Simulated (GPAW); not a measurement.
**VSi2P4 monolayer: simulated STM images**

What would a tunnelling microscope show on VSi2P4 monolayer?

Method: GPAW, PAW setups; layer in a repeated cell with vacuum, relaxation of atoms and in-plane cell, in the first sound run; inputs show where later runs differ, in GPAW 26.7.0.

This is a report of a sequence of runs, with most program output left out.

**1. The starting structure**

The cell holds 7 atoms: 4 P, 2 Si and 1 V. Its edges and angles: a = 3.480 Å, b = 3.480 Å, c = 22.232 Å, α = 90.0°, β = 90.0°, γ = 120.0°. Vacuum lies along c.

**2. Relaxing the atoms**

Forces are removed first; all later runs use this geometry.

File run.py:

```python
import json
import numpy as np
from ase import Atoms
from ase.filters import FrechetCellFilter
from ase.optimize import BFGS
from gpaw import GPAW, PW

slab = Atoms(
    ['P', 'Si', 'P', 'V', 'P', 'Si', 'P'],
    positions=[
        [0.00000, 0.00000, 7.00000],
        [-0.00000, 2.00918, 7.64444],
        [-0.00000, 2.00918, 9.75444],
        [0.00000, 0.00000, 11.11588],
        [-0.00000, 2.00918, 12.47733],
        [-0.00000, 2.00918, 14.58733],
        [0.00000, 0.00000, 15.23176]],
    cell=[[3.48, 0.0, 0.0], [-1.74, 3.01377, 0.0], [0.0, 0.0, 22.2318]],
    pbc=[True, True, True],
    magmoms=[0.0, 0.0, 0.0, 1.0, 0.0, 0.0, 0.0])

slab.calc = GPAW(mode=PW(600), xc='PBE', kpts={'size': (9, 9, 1), 'gamma': True},
                 occupations={'name': 'fermi-dirac', 'width': 0.05}, nbands='200%',
                 convergence={'density': 1e-05}, maxiter=200,
                 symmetry={'tolerance': 1e-3}, txt='slab.txt')
result = {}
# The in-plane cell is free; stress needs a cell that repeats along all three vectors
path = []
opt = BFGS(FrechetCellFilter(slab, mask=[1, 1, 0, 0, 0, 1]), maxstep=0.2)
opt.attach(lambda: path.append((slab.get_potential_energy(), slab.positions.tolist(), slab.get_forces().tolist())))
result['relaxed'] = bool(opt.run(fmax=0.02, steps=45))
result['path'] = path
result['cell'] = slab.cell.tolist()
print('in-plane lattice', slab.cell.cellpar().round(4)[[0, 1, 5]])
energy = slab.get_potential_energy()
fermi = slab.calc.get_fermi_level()
v = slab.calc.get_electrostatic_potential().mean((0, 1)) - fermi
n = slab.calc.get_pseudo_density().mean((0, 1))
L = slab.cell[2, 2]
z = np.arange(len(v)) * L / len(v)
low, high = slab.positions[:, 2].min(), slab.positions[:, 2].max()
below, above = np.interp([low - 4.8, high + 4.8], z, v)
slopes = [np.interp(x, z, np.gradient(v, z)) for x in (low - 4.8, high + 4.8)]
eps = np.array([[slab.calc.get_eigenvalues(k, s) for k in range(len(slab.calc.get_ibz_k_points()))]
                for s in range(slab.calc.get_number_of_spins())]) - fermi
top, bottom = eps[eps < 0].max(), eps[eps > 0].min()
dipole = slab.get_dipole_moment()[2]
print(f'energy {energy:.4f} eV, Fermi level {fermi:.4f} eV, dipole {dipole:.5f} e A')
print(f'potential 4.8 A off the faces, from the Fermi level: lower {below:.4f} eV, upper {above:.4f} eV')
print(f'slope of the potential there: lower {slopes[0]:.5f}, upper {slopes[1]:.5f} eV/A')
print(f'nearest levels on the mesh: {top:.4f} and {bottom:.4f} eV')
print('magnetic moment', round(slab.get_magnetic_moment(), 3))
result.update(energy=energy, fermi=fermi, dipole=dipole, below=below, above=above, slopes=slopes, edges=[top, bottom],
              z=z.tolist(), v=v.tolist(), n=n.tolist(), positions=slab.positions.tolist(),
              forces=slab.get_forces(apply_constraint=False).tolist(), moments=slab.get_magnetic_moments().tolist())
json.dump(result, open('result.json', 'w'))
```

Run with:

```
OMP_NUM_THREADS=1 OPENBLAS_NUM_THREADS=1 python run.py
```

Elapsed: 20 min, on 1 thread of Intel Xeon 6975P-C (Granite Rapids), shared host; peak memory 0.63 GiB.

This step gave:

```
dipole along the normal                    : -6.08e-4 e·Å
levels nearest the Fermi level on the mesh : -0.02948, 0.002349 eV from the Fermi level
site moments                               : 0.001219, 0.008492, -0.03339, 0.7789, -0.03339, 0.008492, 0.001219 μB
sum of the site moments                    : 0.7315 μB
```

The electrostatic potential energy of an electron (without an applied field's), less the Fermi level, planar mean oscillates, so the rows of the table below give means over windows of 1.68 Å about each position, cut where the curve ends. Its maxima inside the range that stand out by 2 % of the span (Å: eV): 7.0: -10.8, 8.6: 1.85, 10.4: -5.37, 11.8: -5.37, 13.6: 1.85, 15.3: -10.8. Its minima: 6.5: -14.5, 7.4: -12.6, 9.8: -12.5, 11.1: -12.0, 12.4: -12.5, 14.8: -12.6, 15.7: -14.5.

The electrostatic potential energy of an electron (without an applied field's), less the Fermi level, planar mean by z; means over each step:

```tsv
z (Å)	electrostatic potential energy of an electron (without an applied field's), less the Fermi level, planar mean (eV)
0.84	5.43
2.52	5.42
4.20	5.27
5.88	-4.09
7.56	-8.41
9.24	-4.49
10.92	-8.29
12.60	-6.36
14.28	-5.38
15.96	-7.69
17.64	4.95
19.32	5.42
21.00	5.43
```

Pseudo valence density, planar mean against z:

```tsv
z (Å)	pseudo valence density, planar mean (e/Å³)
3.0	9.0e-5
3.5	3.9e-4
4.0	0.00172
4.5	0.00748
5.0	0.0318
5.5	0.117
6.0	0.264
6.5	0.321
7.0	0.413
7.5	0.249
8.0	0.181
8.5	0.149
9.0	0.199
9.5	0.267
10.0	0.342
10.5	0.461
11.0	1.31
11.5	0.757
12.0	0.381
12.5	0.278
13.0	0.242
13.5	0.161
14.0	0.160
14.5	0.206
15.0	0.349
15.5	0.395
16.0	0.286
16.5	0.187
17.0	0.0601
17.5	0.0145
18.0	0.00330
18.5	7.8e-4
19.0	1.8e-4
19.5	4.2e-5
```

Site moment by atom:

```tsv
atom	site moment (μB)
P1	0.001
Si2	0.008
P3	-0.033
V4	0.779
P5	-0.033
Si6	0.008
P7	0.001
```

The relaxation lowered the energy of the cell by 1.96 eV (energies extrapolated to zero smearing; the optimiser's log prints free energies). The largest force left on a free atom is 0.0099 eV/Å.

**3. The slab's potential**

The work function is the vacuum plateau of the electrostatic potential less the Fermi level; a dipole layer lets the two faces have plateaus of their own.

This step: GPAW, PAW setups; slab in vacuum (GPAW 26.7.0).

The cell differs from the one that the last finished run ended in (c 22.232 → 23.328 Å).

File run.py:

```python
import json
import numpy as np
from ase import Atoms
from ase.dft.stm import STM
from gpaw import GPAW, PW

slab = Atoms(
    ['P', 'Si', 'P', 'V', 'P', 'Si', 'P'],
    positions=[
        [-0.00000, 0.00000, 7.00000],
        [-0.00000, 2.01121, 8.03097],
        [-0.00000, 2.01121, 10.29963],
        [0.00000, -0.00000, 11.66375],
        [-0.00000, 2.01121, 13.02788],
        [-0.00000, 2.01121, 15.29655],
        [-0.00000, -0.00000, 16.32750]],
    cell=[[3.48352, 0.0, 0.0], [-1.74176, 3.01682, 0.0], [0.0, 0.0, 23.3275]],
    pbc=[True, True, False],
    magmoms=[0.0, 0.0, 0.0, 1.0, 0.0, 0.0, 0.0])

slab.calc = GPAW(mode=PW(400), xc='PBE', kpts={'size': (9, 9, 1), 'gamma': True},
                 occupations={'name': 'fermi-dirac', 'width': 0.05}, nbands='200%',
                 convergence={'density': 1e-05}, maxiter=200,
                 poissonsolver={'dipolelayer': 'xy'},
                 symmetry={'tolerance': 1e-3}, txt='slab.txt')
result = {}
energy = slab.get_potential_energy()
fermi = slab.calc.get_fermi_level()
v = slab.calc.get_electrostatic_potential().mean((0, 1)) - fermi
n = slab.calc.get_pseudo_density().mean((0, 1))
L = slab.cell[2, 2]
z = np.arange(len(v)) * L / len(v)
low, high = slab.positions[:, 2].min(), slab.positions[:, 2].max()
below, above = np.interp([low - 4.8, high + 4.8], z, v)
slopes = [np.interp(x, z, np.gradient(v, z)) for x in (low - 4.8, high + 4.8)]
eps = np.array([[slab.calc.get_eigenvalues(k, s) for k in range(len(slab.calc.get_ibz_k_points()))]
                for s in range(slab.calc.get_number_of_spins())]) - fermi
top, bottom = eps[eps < 0].max(), eps[eps > 0].min()
dipole = slab.get_dipole_moment()[2]
print(f'energy {energy:.4f} eV, Fermi level {fermi:.4f} eV, dipole {dipole:.5f} e A')
print(f'potential 4.8 A off the faces, from the Fermi level: lower {below:.4f} eV, upper {above:.4f} eV')
print(f'slope of the potential there: lower {slopes[0]:.5f}, upper {slopes[1]:.5f} eV/A')
print(f'nearest levels on the mesh: {top:.4f} and {bottom:.4f} eV')
print('magnetic moment', round(slab.get_magnetic_moment(), 3))
result.update(energy=energy, fermi=fermi, dipole=dipole, below=below, above=above, slopes=slopes, edges=[top, bottom],
              z=z.tolist(), v=v.tolist(), n=n.tolist(), positions=slab.positions.tolist(),
              forces=slab.get_forces(apply_constraint=False).tolist(), moments=slab.get_magnetic_moments().tolist())

# Images need the states of the whole zone, up to time reversal
slab.calc = slab.calc.fixed_density(symmetry={'point_group': False}, txt='states.txt', nbands='260%',
                                    convergence={'bands': 'CBM+0.8'})
stm = STM(slab)
result['stm'] = []
for bias in [-0.5, 0.5]:
    height = high + 3.5
    current = stm.get_averaged_current(bias, height)
    x, y, h = stm.scan(bias, current)
    i, f = divmod(height / L * stm.ldos.shape[2], 1)
    I = abs((1 - f) * stm.ldos[:, :, int(i)] + f * stm.ldos[:, :, int(i) + 1])
    print(f'bias {bias} V: mean current at 3.5 A {current:.4e}, corrugation {np.ptp(h):.4f} A')
    result['stm'].append(dict(bias=bias, current=current, h=(h - high).tolist(), I=I.tolist()))
json.dump(result, open('result.json', 'w'))
```

It took 4.1 min on 1 thread; peak memory 0.73 GiB.

This step gave:

```
dipole along the normal                    : 1.34e-4 e·Å
levels nearest the Fermi level on the mesh : -0.02895, 0.002822 eV from the Fermi level
upper work function                        : 5.426 eV
lower work function                        : 5.428 eV
site moments                               : 0.001226, 0.008484, -0.03334, 0.7773, -0.03334, 0.008484, 0.001226 μB
corrugation -0.5                           : 0.1684 Å
corrugation 0.5                            : 0.2558 Å
sum of the site moments                    : 0.7301 μB
```

The electrostatic potential energy of an electron (without an applied field's), less the Fermi level, planar mean oscillates, so the rows of the table below give means over windows of 1 Å about each position, cut where the curve ends. Its maxima inside the range that stand out by 2 % of the span (Å: eV): 7.6: -10.8, 9.2: 1.84, 11.0: -5.45, 12.3: -5.45, 14.1: 1.83, 15.8: -10.8. Its minima: 7.0: -14.4, 8.0: -12.6, 10.4: -12.4, 11.7: -12.0, 13.0: -12.4, 15.3: -12.6, 16.3: -14.5.

Electrostatic potential energy of an electron (without an applied field's), less the Fermi level, planar mean against z; means over each step:

```tsv
z (Å)	electrostatic potential energy of an electron (without an applied field's), less the Fermi level, planar mean (eV)
0	5.43
1	5.43
2	5.43
3	5.43
4	5.42
5	5.24
6	2.14
7	-11.3
8	-10.6
9	0.0121
10	-7.09
11	-7.60
12	-8.67
13	-9.33
14	0.369
15	-7.74
16	-12.4
17	-1.91
18	4.94
19	5.40
20	5.42
21	5.43
22	5.43
23	5.43
```

The pseudo valence density, planar mean by z:

```tsv
z (Å)	pseudo valence density, planar mean (e/Å³)
3	1.8e-5
4	3.5e-4
5	0.00648
6	0.105
7	0.313
8	0.261
9	0.151
10	0.265
11	0.424
12	0.869
13	0.288
14	0.166
15	0.201
16	0.408
17	0.202
18	0.0171
19	8.8e-4
20	5.0e-5
```

Tip height over the top atom over a1 and a2. Sample bias -0.5 V, constant current at the mean current 3.5 Å over the top atom.

Ten even steps from '_' (3.41 Å) to '@' (3.58 Å):
```
@@@@%%##**++==--::::--==++**##%%@@@@
@@%%%%##**==--::::::--==**##%%%%@@@@
%%####**++==--::::--==++**####%%%%%%
##****++==--::::::--==++****####%%##
**++====--::::::::--====++****####**
++==----::::::::::----==++++++++++++
----::::::::::::::::----============
--::::::::::::::::::----------------
::::::--------::::::::::........::::
------======------::....______....::
--====++++====----::..________..::--
++++******++++==--..__________..--==
****####****++==--..________..--==++
####%%####**++==--..______..--==++**
%%%%%%%%####++==--........--==++####
@@@@@@%%%%##++==--::..::--==++##%%%%
@@@@@@%%##**++==--::::--==++**##%%@@
@@@@@@%%##**++----::----++**##%%@@@@
```
Columns: a1 from 0 to 0.944; rows upwards: a2 from 0 to 0.944.

Local density of states summed over the bias window over a1 and a2. Sample bias -0.5 V, constant height 3.5 Å over the top atom.

Values in units of 1e-6 arbitrary, 12 rows by 16 columns, each cell a mean:
```
4.2 4.1 3.9 3.7 3.5 3.3 3.1 3.0 3.1 3.2 3.3 3.6 3.8 4.0 4.1 4.2
4.0 3.9 3.7 3.5 3.3 3.1 3.1 3.0 3.1 3.2 3.4 3.6 3.8 4.0 4.1 4.1
3.7 3.6 3.4 3.2 3.1 3.0 3.0 3.0 3.1 3.2 3.4 3.5 3.7 3.8 3.8 3.8
3.4 3.3 3.2 3.1 3.0 3.0 3.0 3.0 3.1 3.2 3.3 3.4 3.5 3.5 3.5 3.5
3.1 3.1 3.0 3.0 3.0 3.0 3.0 3.0 3.1 3.1 3.1 3.2 3.2 3.2 3.2 3.2
3.0 3.0 3.1 3.1 3.1 3.1 3.1 3.0 3.0 3.0 3.0 3.0 3.0 3.0 3.0 3.0
3.1 3.2 3.2 3.2 3.2 3.2 3.1 3.1 3.0 2.9 2.9 2.8 2.8 2.9 3.0 3.0
3.3 3.4 3.5 3.5 3.4 3.3 3.2 3.1 3.0 2.9 2.8 2.8 2.8 2.9 3.0 3.2
3.6 3.7 3.8 3.7 3.6 3.5 3.3 3.1 2.9 2.8 2.8 2.8 2.9 3.1 3.3 3.5
3.9 4.0 4.0 3.9 3.7 3.5 3.3 3.1 2.9 2.9 2.9 3.0 3.1 3.3 3.6 3.8
4.2 4.2 4.1 4.0 3.8 3.5 3.3 3.1 3.0 3.0 3.1 3.2 3.4 3.7 3.9 4.1
4.2 4.2 4.1 3.9 3.7 3.4 3.2 3.1 3.0 3.1 3.2 3.4 3.6 3.9 4.1 4.2
```
Columns: a1 from 0 to 0.944; rows upwards: a2 from 0 to 0.944.

Tip height over the top atom over a1 and a2. Sample bias 0.5 V, constant current at the mean current 3.5 Å over the top atom.

Values in Å, 12 rows by 16 columns, each cell a mean:
```
3.54 3.54 3.53 3.53 3.53 3.52 3.51 3.51 3.51 3.51 3.52 3.53 3.53 3.53 3.54 3.54
3.53 3.53 3.53 3.53 3.53 3.52 3.53 3.53 3.52 3.52 3.53 3.53 3.53 3.53 3.53 3.54
3.52 3.53 3.53 3.53 3.54 3.55 3.55 3.55 3.54 3.53 3.53 3.53 3.52 3.52 3.52 3.52
3.51 3.52 3.52 3.53 3.55 3.56 3.56 3.55 3.53 3.52 3.52 3.51 3.50 3.50 3.50 3.50
3.49 3.51 3.52 3.54 3.56 3.56 3.55 3.53 3.51 3.50 3.47 3.45 3.44 3.44 3.45 3.47
3.49 3.51 3.52 3.53 3.54 3.54 3.52 3.51 3.49 3.46 3.43 3.40 3.39 3.40 3.42 3.45
3.49 3.51 3.52 3.52 3.52 3.52 3.50 3.48 3.44 3.40 3.35 3.33 3.33 3.37 3.41 3.45
3.50 3.52 3.53 3.53 3.53 3.51 3.48 3.45 3.40 3.35 3.32 3.31 3.33 3.37 3.42 3.46
3.52 3.53 3.53 3.53 3.52 3.50 3.47 3.42 3.37 3.33 3.32 3.33 3.37 3.42 3.46 3.49
3.53 3.53 3.53 3.53 3.52 3.50 3.46 3.42 3.38 3.37 3.37 3.39 3.42 3.47 3.50 3.52
3.54 3.54 3.54 3.53 3.52 3.50 3.47 3.45 3.44 3.43 3.44 3.46 3.48 3.51 3.53 3.53
3.53 3.54 3.54 3.53 3.52 3.50 3.49 3.48 3.48 3.48 3.48 3.50 3.51 3.52 3.53 3.54
```
Columns: a1 from 0 to 0.944; rows upwards: a2 from 0 to 0.944.

Local density of states summed over the bias window over a1 and a2. Sample bias 0.5 V, constant height 3.5 Å over the top atom.

Ten even steps from '0' (0.60 × 1e-6 arbitrary) to '9' (1.02 × 1e-6 arbitrary):
```
898877766667778898
888887777777888888
888877888877888888
778778999877877777
777789999877776666
677899999877655555
567899998765443344
567899987654322234
567888876542111124
567777765421000124
577777754210000124
678887643100000134
778877542100001245
788876532100012356
888876532111123567
898876543222345678
888876544444456788
888877655555677888
```
Columns: a1 from 0 to 0.944; rows upwards: a2 from 0 to 0.944.

The potential is flat to 4.9e-5 eV/Å where it is read, so the vacuum is wide enough.

**4. A changed run**

One more run, with changed settings.

File run.py:

```python
import json
import numpy as np
from ase import Atoms
from gpaw import GPAW, PW

slab = Atoms(
    ['P', 'Si', 'P', 'V', 'P', 'Si', 'P'],
    positions=[
        [-0.00000, 0.00000, 7.00000],
        [-0.00000, 2.01121, 8.03097],
        [-0.00000, 2.01121, 10.29963],
        [0.00000, -0.00000, 11.66375],
        [-0.00000, 2.01121, 13.02788],
        [-0.00000, 2.01121, 15.29655],
        [-0.00000, -0.00000, 16.32750]],
    cell=[[3.48352, 0.0, 0.0], [-1.74176, 3.01682, 0.0], [0.0, 0.0, 23.3275]],
    pbc=[True, True, False],
    magmoms=[0.0, 0.0, 0.0, 1.0, 0.0, 0.0, 0.0])

slab.calc = GPAW(mode=PW(400), xc='PBE', kpts={'size': (9, 9, 1), 'gamma': True},
                 occupations={'name': 'fermi-dirac', 'width': 0.05}, nbands='200%',
                 convergence={'density': 1e-05}, maxiter=50,
                 poissonsolver={'dipolelayer': 'xy'},
                 symmetry={'tolerance': 1e-3}, txt='slab.txt')
result = {}
energy = slab.get_potential_energy()
fermi = slab.calc.get_fermi_level()
v = slab.calc.get_electrostatic_potential().mean((0, 1)) - fermi
n = slab.calc.get_pseudo_density().mean((0, 1))
L = slab.cell[2, 2]
z = np.arange(len(v)) * L / len(v)
low, high = slab.positions[:, 2].min(), slab.positions[:, 2].max()
below, above = np.interp([low - 1.0, high + 1.0], z, v)
slopes = [np.interp(x, z, np.gradient(v, z)) for x in (low - 1.0, high + 1.0)]
eps = np.array([[slab.calc.get_eigenvalues(k, s) for k in range(len(slab.calc.get_ibz_k_points()))]
                for s in range(slab.calc.get_number_of_spins())]) - fermi
top, bottom = eps[eps < 0].max(), eps[eps > 0].min()
dipole = slab.get_dipole_moment()[2]
print(f'energy {energy:.4f} eV, Fermi level {fermi:.4f} eV, dipole {dipole:.5f} e A')
print(f'potential 1.0 A off the faces, from the Fermi level: lower {below:.4f} eV, upper {above:.4f} eV')
print(f'slope of the potential there: lower {slopes[0]:.5f}, upper {slopes[1]:.5f} eV/A')
print(f'nearest levels on the mesh: {top:.4f} and {bottom:.4f} eV')
print('magnetic moment', round(slab.get_magnetic_moment(), 3))
result.update(energy=energy, fermi=fermi, dipole=dipole, below=below, above=above, slopes=slopes, edges=[top, bottom],
              z=z.tolist(), v=v.tolist(), n=n.tolist(), positions=slab.positions.tolist(),
              forces=slab.get_forces(apply_constraint=False).tolist(), moments=slab.get_magnetic_moments().tolist())
json.dump(result, open('result.json', 'w'))
```

It took 87 s on 1 thread; peak memory 0.31 GiB.

The run finished. A setting was moved off its sound value on purpose, so it serves as a test and not as the result.

The fault put into the input: the potential probed 1 A off the face (probe = 1.0).

**5. Outcome**

```yaml
work_function_both_faces: 5.43 eV
dipole_along_the_normal: 1.3e-4 e Å
corrugation_at_minus_0p5_v: 0.168 Å
corrugation_at_0p5_v: 0.256 Å
```

In words: The corrugation at constant current is largest at 0.5 V, where the tip height varies by 0.26 Å over the cell. Negative sample bias images filled states, positive bias empty ones. The images are of Tersoff-Hamann type: an s-wave tip, no tip-sample forces, heights closer than in a microscope. One magnetic start was tried; another order may lie lower. The layer's cell and atoms come from the relaxation; spin-orbit coupling and temperature are left out.

[Logs are printed without paths, hosts, clocks, repeated set-up lines and the standing remarks that a program may print on its own settings, such as how far it seeks lower states.]

[Hosts, paths, dates, database ids (printed as entryN), source tags and the programs' standing remarks are cut or masked in the printed files.]
